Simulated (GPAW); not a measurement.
# Core-hole calculation of the As K edge in AsP (R3m), part 2 of 3

What does one-electron theory with a core hole give for the As K edge of AsP (R3m)?

GPAW 26.7.0; X-ray absorption from dipole matrix elements to empty bands, plane-wave PAW LDA.

So far. Step 2 (Ground state of the crystal): The mesh shows no gap, so the system is treated as a metal and the core electron is put at the Fermi level (neutral cell). Step 3 (Spectrum without a core hole, As atom 1): Main maxima below 30 eV (height): 2.4 eV (1.83), 12.4 eV (0.81), 17.2 eV (0.85) and 24.6 eV (0.72). A K edge sees empty p states on the absorber.

## Step 5: Spectrum with XCH, As atom 1

The holes are 5.4 Å apart. In GPAW the data set carries the hole's charge, so charge=0 means a charged cell and charge=-1 a neutral one. The excited electron is kept in the cell, where it fills the lowest empty states and screens the hole. After the field has converged, empty bands are computed with the density fixed and the dipole matrix elements are summed.

xas.py reads:

```python
import numpy as np
from ase import Atoms
from ase.parallel import parprint, paropen
from gpaw import GPAW, PW, FermiDirac, Mixer, MixerDif, setup_paths
from gpaw.test import gen
setup_paths.insert(0, '.')
gen('As', name='fch1s', xcname='LDA', corehole=(1, 0, 1), write_xml=True)
from gpaw.mpi import world
world.barrier()

atoms = Atoms('As4P4',
    cell=[[0, -4.25537682, -3.32627463],
     [-3.68526443, 2.12768841, -3.32627463],
     [3.68526443, 2.12768841, -3.32627463]],
    scaled_positions=[[0.227477, 0.227477, 0.227477],
     [0.727477, 0.727477, 0.227477],
     [0.727477, 0.227477, 0.727477],
     [0.227477, 0.727477, 0.727477],
     [0.772523, 0.772523, 0.772523],
     [0.272523, 0.272523, 0.772523],
     [0.272523, 0.772523, 0.272523],
     [0.772523, 0.272523, 0.272523]],
    pbc=True)
atoms.calc = calc = GPAW(legacy_gpaw=True, mode=PW(430), xc='LDA', setups={0: 'fch1s'},
    kpts={'size': (5, 5, 5), 'gamma': True}, occupations=FermiDirac(0.1),
    charge=-1, mixer=Mixer(0.1, 5, 50), maxiter=150,
    convergence={'density': 0.0001}, txt='scf.txt')
energy = atoms.get_potential_energy() + calc.get_reference_energy()
ef = calc.get_fermi_level()
out = dict(energy=energy, fermi=ef, forces=atoms.get_forces().tolist())
parprint(f'all-electron energy {energy:.4f} eV, Fermi level {ef:.4f} eV')
ev = np.array([[calc.get_eigenvalues(k, s) for k in range(len(calc.get_ibz_k_points()))] for s in range(calc.get_number_of_spins())])
out['homo'], out['lumo'], out['counts'] = ev[ev < ef].max(), ev[ev > ef].min(), sorted(set((ev < ef).sum((0, 2)).tolist()))
out['filled'] = (ev[:, 0] < ef).sum(1).tolist()

from ase.units import Ha
from gpaw.xas import dipole_matrix_elements
nb = int(calc.get_number_of_electrons() / 2) + 96
top, nb = nb, nb + 8 + nb // 12
nscf = calc.fixed_density(kpts={'size': (5, 5, 5), 'gamma': True}, nbands=nb,
    convergence={'bands': top, 'eigenstates': 1e-5}, maxiter=60, txt='nscf.txt')
cell = atoms.cell.array
ops = [cell.T @ U.T @ np.linalg.inv(cell.T) for U in nscf.wfs.kd.symmetry.op_scc]
E = np.arange(-6, 34, 0.1)
fwhm = np.interp(E, [4, 25], [2.14, 3.5])
Y, X, zero, highest = 0, 0, 1e9, 1e9
for spin in range(nscf.get_number_of_spins()):
    wfs = nscf.wfs
    A = dipole_matrix_elements(wfs.setups[0])
    eps = np.zeros((wfs.kd.nibzkpts, nb))
    d = np.zeros((3, A.shape[1], wfs.kd.nibzkpts, nb), complex)
    for kpt in wfs.kpt_u:
        if kpt.s == spin and 0 in kpt.P_ani:
            eps[kpt.k] = kpt.eps_n * Ha
            d[:, :, kpt.k] = (kpt.weight * wfs.nspins / 2) ** 0.5 * np.inner(A, kpt.P_ani[0])
    world.sum(eps)
    world.sum(d)
    T = np.einsum('amkn,bmkn->abkn', d, d.conj()).real
    T = sum(np.einsum('ai,ijkn,bj->abkn', R, T, R) for R in ops) / len(ops)
    empty = eps > ef
    zero, highest = min(zero, eps[empty].min()), min(highest, eps[:, top - 1].min())
    lines = [(eps, T, empty)] if spin == 0 else lines + [(eps, T, empty)]
for eps, T, empty in lines:
    f = np.einsum('aakn->akn', T).reshape(3, -1)
    x = eps.ravel() - zero
    w = np.interp(x, E, fwhm) / 2.35482
    g = np.exp(-0.5 * ((E[:, None] - x) / w) ** 2) / (w * (2 * np.pi) ** 0.5)
    Y = Y + (f * empty.ravel()) @ g.T
    X = X + (f * ~empty.ravel()) @ g.T
out.update(E=E.round(2).tolist(), xas=Y.tolist(), xes=X.tolist(), zero=zero, valid=highest - zero, nk=len(eps), nb=nb)
for i in range(0, len(E), 10):
    parprint(f'{E[i]:7.2f}', *(f'{v:10.3e}' for v in Y[:, i]))
import json
with paropen('out.json', 'w') as f:
    json.dump(out, f)
```

Command:

```sh
$ OMP_NUM_THREADS=1 mpirun -n 2 gpaw python xas.py
```

Numbers of over 12 decimals in the logs are rounded to 6 here.

The log of the run:

```text
Input parameters:
  charge: -1
  convergence: {density: 0.0001}
  kpts: {gamma: True,
         size: (5, 5, 5)}
  maxiter: 150
  mixer: {backend: pulay,
          beta: 0.1,
          method: separate,
          nmaxold: 5,
          weight: 50}
  mode: {ecut: 430.0,
         name: pw}
  occupations: {fixmagmom: False,
                name: fermi-dirac,
                width: 0.1}
  setups: {0: fch1s}

Initialize ...

[... PAW data sets ...]

Reference energy: -270879.827792  # eV

Spin-paired calculation

[... convergence settings ...]
Symmetries present (total): 2
  [... symmetry matrices ...]

125 k-points: 5 x 5 x 5 Monkhorst-Pack grid
39 k-points in the irreducible part of the Brillouin zone
       k-points in crystal coordinates                weights
   0:     0.00000000    0.00000000    0.00000000          1/125
   1:     0.00000000    0.20000000   -0.20000000          2/125
   2:     0.00000000    0.20000000    0.00000000          4/125
   3:     0.00000000    0.20000000    0.20000000          2/125
   4:     0.00000000    0.40000000   -0.40000000          2/125
   5:     0.00000000    0.40000000   -0.20000000          4/125
   6:     0.00000000    0.40000000    0.00000000          4/125
   7:     0.00000000    0.40000000    0.20000000          4/125
   8:     0.00000000    0.40000000    0.40000000          2/125
   9:     0.20000000   -0.40000000   -0.40000000          2/125
          ...
  38:     0.40000000    0.40000000    0.40000000          2/125

Wave functions: Plane wave expansion
  Cutoff energy: 430.000 eV
  Number of coefficients (min, max): 3137, 3190
  Pulay-stress correction: 0.000000 eV/Ang^3 (de/decut=0.000000)
  Using FFTW library
  Wavefunction extrapolation:
    Improved wavefunction reuse through dual PAW basis

Occupation numbers: Fermi-Dirac:
  width: 0.1000  # eV

Eigensolver
   Davidson(niter=2)

Densities:
  Coarse grid: 27*27*27 grid
  Fine grid: 54*54*54 grid
  Total Charge: 0.000000

Density mixing:
  Method: separate
  Backend: pulay
  Linear mixing parameter: 0.1
  old densities: 5
  Width of damping distribution: 1.1
  Damping of long wavelength oscillations: 50

[... Hamiltonian set-up ...]
Number of atoms: 8
Number of atomic orbitals: 32
Number of bands in calculation: 29
Number of valence electrons: 41
Bands to converge: occupied

... initialized

Initializing position-dependent things.

Density initialized from atomic densities
Creating initial wave functions:
  29 bands from LCAO basis set

             As

         P        P
              As
            P
        As       As

             P

Atomic positions and initial magnetic moments

Positions:
   0 As     0.000000    0.000000   -2.269953    ( 0.0000,  0.0000,  0.0000)
   1 As    -1.842632   -1.063844   -5.596228    ( 0.0000,  0.0000,  0.0000)
   2 As     1.842632   -1.063844   -5.596228    ( 0.0000,  0.0000,  0.0000)
   3 As     0.000000    2.127688   -5.596228    ( 0.0000,  0.0000,  0.0000)
   4 P     -0.000000    0.000000   -7.708871    ( 0.0000,  0.0000,  0.0000)
   5 P      1.842632    1.063844   -4.382596    ( 0.0000,  0.0000,  0.0000)
   6 P     -1.842632    1.063844   -4.382596    ( 0.0000,  0.0000,  0.0000)
   7 P     -0.000000   -2.127688   -4.382596    ( 0.0000,  0.0000,  0.0000)

Unit cell:
           periodic     x           y           z      points  spacing
  1. axis:    yes    0.000000   -4.255377   -3.326275    27     0.1992
  2. axis:    yes   -3.685264    2.127688   -3.326275    27     0.1992
  3. axis:    yes    3.685264    2.127688   -3.326275    27     0.1992

  Lengths:   5.401142   5.401142   5.401142
  Angles:   86.049165  86.049165  86.049165

Effective grid spacing dv^(1/3) = 0.1996

iter:   1   -56.857027
iter:   2   -55.285431   -1.69  -0.92
iter:   3   -54.358209   -1.71  -1.06
iter:   4   -54.278705   -2.55  -1.28
iter:   5   -54.266861   -2.84  -1.51
iter:   6   -54.242230   -3.03  -2.05
iter:   7   -54.240247   -4.17  -2.38
iter:   8   -54.240804c  -4.50  -2.67
iter:   9   -54.240000c  -4.91  -2.82
iter:  10   -54.240001c  -5.95  -3.18
iter:  11   -54.240037c  -5.95  -3.28
iter:  12   -54.239972c  -6.22  -3.53
iter:  13   -54.240037c  -6.52  -3.66
iter:  14   -54.240048c  -7.40c -3.93
iter:  15   -54.240035c  -7.34  -4.00
iter:  16   -54.240039c  -8.06c -4.30c

Converged after 16 iterations.

Dipole moment: (-0.000000, 0.000000, 0.276816) |e|*Ang

Energy contributions relative to reference atoms: (reference = -270879.827792)

Kinetic:        +63.517773
Potential:      -64.938749
External:        +0.000000
XC:             -52.643734
Entropy (-ST):   -0.100854
Local:           -0.124901
SIC:             +0.000000
--------------------------
Free energy:    -54.290466
Extrapolated:   -54.240039

Showing only first 2 kpts
 Kpt  Band  Eigenvalues  Occupancy
  0    18      4.58334    2.00000
  0    19      4.58334    2.00000
  0    20      7.91551    0.00760
  0    21      8.12248    0.00096

  1    18      4.79347    2.00000
  1    19      4.97027    2.00000
  1    20      8.54286    0.00001
[...]
Fermi level: 7.35866

No gap
No difference between direct/indirect transitions

Forces in eV/Ang:
  0 As    0.00000   -0.00000   -0.95781
  1 As   -0.04023   -0.02323   -0.00360
  2 As    0.04023   -0.02323   -0.00360
  3 As    0.00000    0.04645   -0.00360
  4 P     0.00000   -0.00000   -0.09823
  5 P    -0.47758   -0.27573    0.35667
  6 P     0.47758   -0.27573    0.35667
  7 P     0.00000    0.55146    0.35667
Scalar-relativistic atomic LDA calculation for As (Arsenic, Z=33)
Core hole in 1s state (1s occupation: 1.0)
600 radial gridpoints.
|------------------------------------------------|
|------------------------------------------------|
[... the atom generator's iteration count ...]

Energy contributions:
-------------------------
Kinetic:    +1848.221203
XC:           -71.222916
Potential:  -3597.180510
-------------------------
Total:      -1820.182222

state      eigenvalue         ekin         rmax
-----------------------------------------------
1s^1.0 :  -444.459913   558.285946        0.030
2s^2.0 :   -58.180552   111.436223        0.167
2p^6.0 :   -52.176827   110.075392        0.132
3s^2.0 :    -8.028461    26.279806        0.509
3p^6.0 :    -5.986494    24.168502        0.501
3d^10.0:    -2.371475    19.328099        0.450
4s^2.0 :    -0.979366     3.858684        1.503
4p^3.0 :    -0.574271     2.680492        1.743
-----------------------------------------------
(units: Bohr and Hartree)

Generating PAW setup
Kinetic energy of the core from tauc = 1852.031774
Cutoffs:
rc(s)=2.000
rc(p)=2.000
rc(d)=2.000
rc(vbar)=1.800
rc(comp)=2.000
rc(nct)=2.000

Kinetic energy of the core states: 1832.462358
Charge: 1.0
Core electrons: 27.0
Valence electrons: 5.0
Pseudo-core charge: 0.757500
Shape function alpha=2.500
Pseudo-electron charge 6.380557
state    eigenvalue         norm
--------------------------------
4s(2) :    -0.979366     1.263349
*s    :     0.020634
4p(3) :    -0.574271     1.032119
*p    :     0.425729
*d    :     0.000000
--------------------------------

Diagonalizing with gridspacing h=0.050

state   all-electron     PAW
-------------------------------
4s:      -0.979366    -0.979786
4p:      -0.574271    -0.574667
*d:                   -0.129500
*f:                   -0.019130
-------------------------------
all-electron energy -270934.0678 eV, Fermi level 7.3587 eV
[...]
31.00  9.739e-08  9.739e-08  1.203e-07
  32.00  1.002e-07  1.002e-07  1.209e-07
  33.00  9.747e-08  9.741e-08  1.129e-07
```

It took 6.3 min on 2 MPI ranks of Arm Neoverse N1, shared host; peak memory 0.45 GiB.

The As K spectrum, As atom 1, excited-electron core hole (neutral cell) (energy from the lowest empty level; intensity scaled to a mean of 1 over the first 20 eV; polarised curves are means over the symmetry-equivalent atoms):

```tsv
E (eV)	isotropic	ε ⊥ c	ε ∥ c
-2.0	0.04	0.04	0.03
-1.4	0.17	0.18	0.14
-0.8	0.48	0.51	0.43
-0.2	1.00	1.03	0.96
0.4	1.60	1.59	1.61
1.0	2.07	2.06	2.08
1.6	2.26	2.33	2.13
2.2	2.16	2.32	1.83
2.8	1.88	2.07	1.50
3.4	1.56	1.67	1.32
4.0	1.31	1.31	1.31
4.6	1.16	1.07	1.34
5.2	1.03	0.92	1.25
5.8	0.86	0.79	0.99
6.4	0.66	0.66	0.68
7.0	0.54	0.57	0.48
7.6	0.50	0.55	0.41
8.2	0.52	0.57	0.43
8.8	0.59	0.63	0.51
9.4	0.69	0.73	0.62
10.0	0.80	0.83	0.74
10.6	0.87	0.89	0.82
11.2	0.88	0.90	0.84
11.8	0.86	0.88	0.82
12.4	0.83	0.85	0.79
13.0	0.81	0.82	0.78
13.6	0.80	0.80	0.79
14.2	0.80	0.79	0.81
14.8	0.80	0.80	0.82
15.4	0.81	0.81	0.82
16.0	0.83	0.83	0.83
16.6	0.83	0.83	0.81
17.2	0.81	0.82	0.78
17.8	0.77	0.79	0.73
18.4	0.73	0.76	0.68
19.0	0.71	0.74	0.66
19.6	0.71	0.73	0.67
20.2	0.71	0.72	0.69
20.8	0.72	0.72	0.72
21.4	0.73	0.72	0.74
22.0	0.74	0.73	0.76
22.6	0.75	0.74	0.78
23.2	0.76	0.75	0.79
23.8	0.77	0.75	0.80
24.4	0.76	0.75	0.79
25.0	0.75	0.74	0.78
25.6	0.73	0.72	0.77
26.2	0.71	0.69	0.75
26.8	0.70	0.67	0.74
27.4	0.69	0.66	0.74
28.0	0.69	0.66	0.76
28.6	0.71	0.67	0.80
29.2	0.75	0.70	0.85
```

Main maxima below 28 eV (height): 1.6 eV (2.26), 11.0 eV (0.88) and 24.0 eV (0.77). 

## Step 6: Spectrum with FCH, As atom 1

The holes are 5.4 Å apart. In GPAW the data set carries the hole's charge, so charge=0 means a charged cell and charge=-1 a neutral one. The excited electron is left out and a uniform background balances the charge. After the field has converged, empty bands are computed with the density fixed and the dipole matrix elements are summed.

Changed against the first core-hole run: core hole to FCH.

xas.py, as its differences from that of step 5:

```diff
@@ -25,3 +25,3 @@
     kpts={'size': (5, 5, 5), 'gamma': True}, occupations=FermiDirac(0.1),
-    charge=-1, mixer=Mixer(0.1, 5, 50), maxiter=150,
+    charge=0, mixer=Mixer(0.1, 5, 50), maxiter=150,
     convergence={'density': 0.0001}, txt='scf.txt')
```

The log of the run:

```text
Input parameters:
  convergence: {density: 0.0001}
  kpts: {gamma: True,
         size: (5, 5, 5)}
  maxiter: 150
  mixer: {backend: pulay,
          beta: 0.1,
          method: separate,
          nmaxold: 5,
          weight: 50}
  mode: {ecut: 430.0,
         name: pw}
  occupations: {fixmagmom: False,
                name: fermi-dirac,
                width: 0.1}
  setups: {0: fch1s}

Initialize ...

[...]
*p    :     0.425729
*d    :     0.000000
--------------------------------

Diagonalizing with gridspacing h=0.050

state   all-electron     PAW
-------------------------------
4s:      -0.979366    -0.979786
4p:      -0.574271    -0.574667
*d:                   -0.129500
*f:                   -0.019130
-------------------------------
all-electron energy -270941.1911 eV, Fermi level 6.7718 eV
[...]
32.00  1.010e-07  1.010e-07  1.220e-07
  33.00  1.001e-07  1.001e-07  1.174e-07
[key lines of the parts left out:]
Converged after 15 iterations.
Dipole moment: (-0.000000, 0.000000, 0.402758) |e|*Ang
Free energy:    -61.389073
Fermi level: 6.77177
```

The job ended after 6.1 min (2 MPI ranks; peak memory 0.45 GiB; 12 min of CPU time).

```tsv
E (eV)	first run	this run
-2.0	0.04	0.03
-1.0	0.35	0.26
0.0	1.20	1.03
1.0	2.07	1.95
2.0	2.22	2.32
3.0	1.77	1.94
4.0	1.31	1.38
5.0	1.08	1.07
6.0	0.79	0.85
7.0	0.54	0.58
8.0	0.51	0.49
9.0	0.62	0.55
10.0	0.80	0.72
11.0	0.88	0.85
12.0	0.85	0.86
13.0	0.81	0.81
14.0	0.80	0.79
15.0	0.81	0.79
16.0	0.83	0.80
17.0	0.82	0.81
18.0	0.76	0.77
19.0	0.71	0.72
20.0	0.71	0.70
21.0	0.72	0.70
22.0	0.74	0.72
23.0	0.76	0.74
24.0	0.77	0.75
25.0	0.75	0.75
26.0	0.72	0.73
27.0	0.69	0.69
28.0	0.69	0.68
29.0	0.74	0.70
```

Against the first run the r.m.s. difference is 6 %. The highest intensity below 24 eV goes from 1.6 eV (2.26) to 2.0 eV (2.32).

The photon energy of the zero moves by -0.21 eV.

## Step 7: Cell without a hole, the energy reference

The cell and mesh change for the next run, so it gets a reference energy of its own.

scf.py reads:

```python
import numpy as np
from ase import Atoms
from ase.parallel import parprint, paropen
from gpaw import GPAW, PW, FermiDirac, Mixer, MixerDif, setup_paths
from gpaw.test import gen
setup_paths.insert(0, '.')
gen('As', name='nch1s', xcname='LDA', corehole=(1, 0, 0), write_xml=True)
from gpaw.mpi import world
world.barrier()

atoms = Atoms('AsP',
    cell=[[-1.84263222, 3.19153262, 0],
     [1.84263222, 3.19153262, 0],
     [-1.84263222, -1.06384421, -3.32627463]],
    scaled_positions=[[0.772523, 0.454954, 0.682431],
     [0.227477, 0.545046, 0.317569]],
    pbc=True)
atoms.calc = calc = GPAW(legacy_gpaw=True, mode=PW(430), xc='LDA', setups={0: 'nch1s'},
    kpts={'size': (9, 9, 9), 'gamma': True}, occupations=FermiDirac(0.1),
    charge=0, mixer=Mixer(0.1, 5, 50), maxiter=150,
    convergence={'density': 0.0001}, txt='scf.txt')
energy = atoms.get_potential_energy() + calc.get_reference_energy()
ef = calc.get_fermi_level()
out = dict(energy=energy, fermi=ef, forces=atoms.get_forces().tolist())
parprint(f'all-electron energy {energy:.4f} eV, Fermi level {ef:.4f} eV')
ev = np.array([[calc.get_eigenvalues(k, s) for k in range(len(calc.get_ibz_k_points()))] for s in range(calc.get_number_of_spins())])
out['homo'], out['lumo'], out['counts'] = ev[ev < ef].max(), ev[ev > ef].min(), sorted(set((ev < ef).sum((0, 2)).tolist()))
out['filled'] = (ev[:, 0] < ef).sum(1).tolist()
import json
with paropen('out.json', 'w') as f:
    json.dump(out, f)
```

Command:

```sh
$ OMP_NUM_THREADS=1 mpirun -n 2 gpaw python scf.py
```

The log of the run:

```text
Input parameters:
  convergence: {density: 0.0001}
  kpts: {gamma: True,
         size: (9, 9, 9)}
  maxiter: 150
  mixer: {backend: pulay,
          beta: 0.1,
          method: separate,
          nmaxold: 5,
          weight: 50}
  mode: {ecut: 430.0,
         name: pw}
  occupations: {fixmagmom: False,
                name: fermi-dirac,
                width: 0.1}
  setups: {0: nch1s}

Initialize ...

[...]
<dir> UserWarning: Initial realspace grid (18,18,20) inconsistent with symmetries.
  warnings.warn(
<dir> UserWarning: Using symmetrized grid: (20,20,20).

  warnings.warn('Using symmetrized grid: ({},{},{}).\n'.format(*N_c))
<dir> UserWarning: Initial realspace grid (18,18,20) inconsistent with symmetries.
  warnings.warn(
<dir> UserWarning: Using symmetrized grid: (20,20,20).

  warnings.warn('Using symmetrized grid: ({},{},{}).\n'.format(*N_c))
all-electron energy -70703.8129 eV, Fermi level 7.0836 eV
[key lines of the parts left out:]
Converged after 11 iterations.
Dipole moment: (-0.364743, 0.236911, -0.192722) |e|*Ang
Free energy:    -11.302079
Fermi level: 7.08357
```

The job ended after 19 s (2 MPI ranks; peak memory 0.18 GiB).

[end of part 2 of 3]

[Banner, clock and machine lines of the logs are left out without a mark of their own.]

[Logs are printed without paths, hosts, clocks, repeated set-up lines and the standing remarks that a program may print on its own settings, such as how far it seeks lower states.]

[Hosts, paths, dates, database ids (printed as entryN), source tags and the programs' standing remarks are cut or masked in the printed files.]

[Lists of maxima count a maximum above −3 eV only where it reaches 4 % of the highest in the window and stands out from its surroundings by 2 % of it (1.5 % where it reaches 55 %); shoulders and weaker maxima are passed over, and of the rest the first, up to two pre-edge ones and the few strongest are named.]
